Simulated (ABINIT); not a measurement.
# SiO2 (Quartz): a self-consistent loop beyond G0W0, cycle by cycle, part 3 of 3

How far does self-consistency move the gap of SiO2 (Quartz)?

ABINIT 10.8.3; LDA and many-body steps on it, plane waves. Known limits of the many-body steps: not at the basis limit; coarse k mesh.

So far. Step 10 (evGW, cycle 1): Against G0W0 in ABINIT (3×3×2 mesh, 161 bands, screening to 130.6 eV, Godby-Needs plasmon pole), the gap moves by +1.004 eV. Step 13 (evGW, cycle 2): Against the cycle before, the gap moves by +0.064 eV.

### 15. Screening, 3×3×2 mesh, 161 bands, screening to 130.6 eV

This step: RPA screening on LDA from quasiparticle energies, plane waves, norm-conserving pseudopotentials.

The input, run.abi:

```
acell 3*1.0 Angstrom
rprim 
  4.915799999986 0.000000000003 0.000000000000
  -2.457899999996 4.257207679910 0.000000000000
  0.000000000000 0.000000000000 5.409100000000
ntypat 2
znucl 14 8
natom 9
typat 1 1 1 2 2 2 2 2 2
xred 
  0.530300000000 0.000000000000 0.333333333333
  0.000000000000 0.530300000000 0.666666666667
  0.469700000000 0.469700000000 -0.000000000000
  0.146200000000 0.414200000000 0.881000000000
  0.585800000000 0.732000000000 0.214333333333
  0.268000000000 0.853800000000 0.547666666667
  0.414200000000 0.146200000000 0.119000000000
  0.732000000000 0.585800000000 0.785666666667
  0.853800000000 0.268000000000 0.452333333333
pp_dirpath "pseudos"
pseudos "Si.upf, O.upf"
ecut 36
ngkpt 3 3 2
nshiftk 1
shiftk 0 0 0
kptopt 1
chksymbreak 0
istwfk *1
occopt 1
irdwfk 1
optdriver 3
nband 161
ecuteps 4.8
inclvkb 2
awtr 1
symchi 1
irdqps 1
gwcalctyp 10
nqptdm 5
qptdm 
  0.3333333333 0.0000000000 0.0000000000
  0.3333333333 0.3333333333 0.0000000000
  0.0000000000 0.0000000000 0.5000000000
  0.3333333333 0.0000000000 0.5000000000
  0.3333333333 0.3333333333 0.5000000000
indata_prefix "in"
outdata_prefix "out"
tmpdata_prefix "tmp"
```

The input, mrgscr.stdin:

```
2
merged
q0_SCR
out_SCR
1
```

On the command line:

```bash
$ OMP_NUM_THREADS=1 mpirun -n 8 abinit run.abi > log; mrgscr < mrgscr.stdin
```

Numbers of over 12 decimals in the logs are rounded to 6 here.

The log of the run:

```text
.Version 10.8.3 of ABINIT. v10.8.2 released Aug 2026.

 Symmetries : space group P3_1 2 1 (#152); Bravais hP (primitive hexag.)
[... echo of the input left out ...]
== DATASET  1 ==================================================================
-   mpi_nproc: 8, omp_nthreads: 1 (-1 if OMP is not activated)

--- !DatasetInfo
iteration_state: {dtset: 1, }
dimensions: {natom: 9, nkpt: 6, mband: 161, nsppol: 1, nspinor: 1, nspden: 1, mpw: 7935, }
cutoff_energies: {ecut:  36.0, pawecutdg:  -1.0, }
[...]
q-point number  1        q = ( 0.333333, 0.000000, 0.000000) [r.l.u.]
--------------------------------------------------------------------------------
[... chi0 elements left out ...]
  Average fulfillment of the sum rule on Im[epsilon] for q-point    2 :     75.12  [%]

--------------------------------------------------------------------------------
  q-point number  2        q = ( 0.333333, 0.333333, 0.000000) [r.l.u.]
--------------------------------------------------------------------------------
[... chi0 elements left out ...]
  Average fulfillment of the sum rule on Im[epsilon] for q-point    3 :     71.93  [%]

 [... 3 further q-points ...]
```

It took 71 s on 8 MPI ranks of Arm Neoverse N1, shared host; peak memory 2.6 GiB.

This step gave:

```yaml
plasma_frequency: 24.18 eV
plane_waves_in_the_screening_matrix: 389
```

This screening reads the quasiparticle levels of the cycle before.

### 16. evGW, cycle 3

This step: evGW on LDA, plane waves, norm-conserving pseudopotentials.

run.abi, as its differences from that of step 15:

```diff
@@ -30,12 +30,10 @@
 irdwfk 1
-optdriver 3
+optdriver 4
 nband 161
-ecuteps 4.8
-inclvkb 2
-awtr 1
-symchi 1
-irdqps 1
 gwcalctyp 10
-nqptdm 5
-qptdm 
+ecutsigx 36
+symsigma 1
+nkptgw 6
+kptgw 
+  0.0000000000 0.0000000000 0.0000000000
   0.3333333333 0.0000000000 0.0000000000
@@ -45,2 +43,13 @@
   0.3333333333 0.3333333333 0.5000000000
+bdgw 
+  7 32
+  7 32
+  7 32
+  7 32
+  7 32
+  7 32
+ecuteps 4.8
+irdscr 1
+ppmodel 1
+irdqps 1
 indata_prefix "in"
```

On the command line:

```bash
$ OMP_NUM_THREADS=1 mpirun -n 8 abinit run.abi > log
```

The log of the run:

```text
.Version 10.8.3 of ABINIT. v10.8.2 released Aug 2026.

 Symmetries : space group P3_1 2 1 (#152); Bravais hP (primitive hexag.)
[... echo of the input left out ...]
== DATASET  1 ==================================================================
-   mpi_nproc: 8, omp_nthreads: 1 (-1 if OMP is not activated)

--- !DatasetInfo
iteration_state: {dtset: 1, }
dimensions: {natom: 9, nkpt: 6, mband: 161, nsppol: 1, nspinor: 1, nspden: 1, mpw: 7935, }
cutoff_energies: {ecut:  36.0, pawecutdg:  -1.0, }
[...]
.  kptgw no:  4; Maximum DeltaE = (   0.001   0.000) for band index:  1
.  kptgw no:  5; Maximum DeltaE = (   0.002  -0.000) for band index:  1
.  kptgw no:  6; Maximum DeltaE = (   0.002   0.000) for band index:  1

== END DATASET(S) ==============================================================
================================================================================

 -outvars: echo values of variables after computation  --------
           etotal      0.0000000000E+00
            nband         161
             nkpt           6
          spgroup         152
 [... the other variables as echoed above ...]

 Calculation completed.
```

The job ended after 6.7 min (8 MPI ranks; peak memory 4.7 GiB; 53 min of CPU time).

This step gave:

* quasiparticle gap on the mesh: 9.831 eV
* gap of the density functional on the mesh: 5.801 eV
* k of the valence top: 0.3333, 0.3333, 0
* k of the conduction bottom: 0, 0, 0
* least direct quasiparticle gap on the computed points: 10.21 eV

Against the cycle before, the gap moves by +0.006 eV.

### 17. Side by side

Times are wall times on 8 MPI ranks of Arm Neoverse N1, shared host, good to a factor of about two. A run's time includes the screening step that it read.

```
           run   mesh  bands  screening cutoff (eV)  DFT gap (eV)  gap on the mesh (eV)  direct (eV)  ε∞ used     time
          G0W0  3×3×2    161                  130.6         5.801                 8.757        9.134     2.39  2.3 min
evGW0, cycle 1  3×3×2    161                  130.6         5.801                 9.307        9.695     2.39  8.7 min
evGW0, cycle 2  3×3×2    161                  130.6         5.801                 9.176        9.553     2.39  9.2 min
evGW0, cycle 3  3×3×2    161                  130.6         5.801                 9.173        9.553     2.39  9.2 min
 evGW, cycle 1  3×3×2    161                  130.6         5.801                 9.761       10.143     2.10  8.5 min
 evGW, cycle 2  3×3×2    161                  130.6         5.801                 9.825       10.207     2.07  8.7 min
 evGW, cycle 3  3×3×2    161                  130.6         5.801                 9.831       10.213     2.06  8.6 min
```

### 18. What came out

| Item | Value |
| --- | --- |
| G0W0 | 8.757 eV |
| evGW0, cycle 1 | 9.307 eV |
| evGW0, cycle 2 | 9.176 eV |
| evGW0, cycle 3 | 9.173 eV |
| evGW, cycle 1 | 9.761 eV |
| evGW, cycle 2 | 9.825 eV |
| evGW, cycle 3 | 9.831 eV |
| known limits | not at the basis limit; coarse k mesh |

What this shows: Only the bands that the input lists are updated; the others, empty or deep, keep the functional's energies or take a rigid shift. The evGW loop starts from the last levels of evGW0, so its cycles and time come on top of those. evGW0 ends at 9.17 eV, +0.42 eV from G0W0, after 3 cycles that took 21 min beside the first screening; the last moved the gap by 0.003 eV. evGW ends at 9.83 eV, +1.07 eV from G0W0, after 3 cycles that took 26 min beside the first screening; the last moved the gap by 0.006 eV. The first cycle of evGW0 takes the full correction, without the factor Z, so it overshoots the one-shot value. Bands and cutoff are finite, so the gap is not at the basis limit. The miss can reach some tenths of an eV and take either sign; the mesh is an error of its own. The 3×3×2 mesh is coarse for this cell, which bears on the long-range parts of exchange and screening. In the updated screening the q = 0 part is built from Kohn-Sham bands under a rigid shift, the other q from the quasiparticle levels.

[Paths, hosts, dates, memory and timing lines, banners, echoed tables and standing remarks are left out of the program output.]

[Logs are printed without paths, hosts, clocks, repeated set-up lines and the standing remarks that a program may print on its own settings, such as how far it seeks lower states.]

[Runs of the session that timed out or met a known fault of the program may be left out.]

[Hosts, paths, dates, database ids (printed as entryN), source tags and the programs' standing remarks are cut or masked in the printed files.]

[G0W0 gaps are taken among the corrected bands and points alone; a level outside them can change the order at an edge.]

[Where Ansatz stands beside ABINIT at settings called matched, ABINIT's density can come from a denser mesh and the files from another edition; pairs whose starting gaps differed by over 0.03 eV were left out, so agreement reads better than it is.]
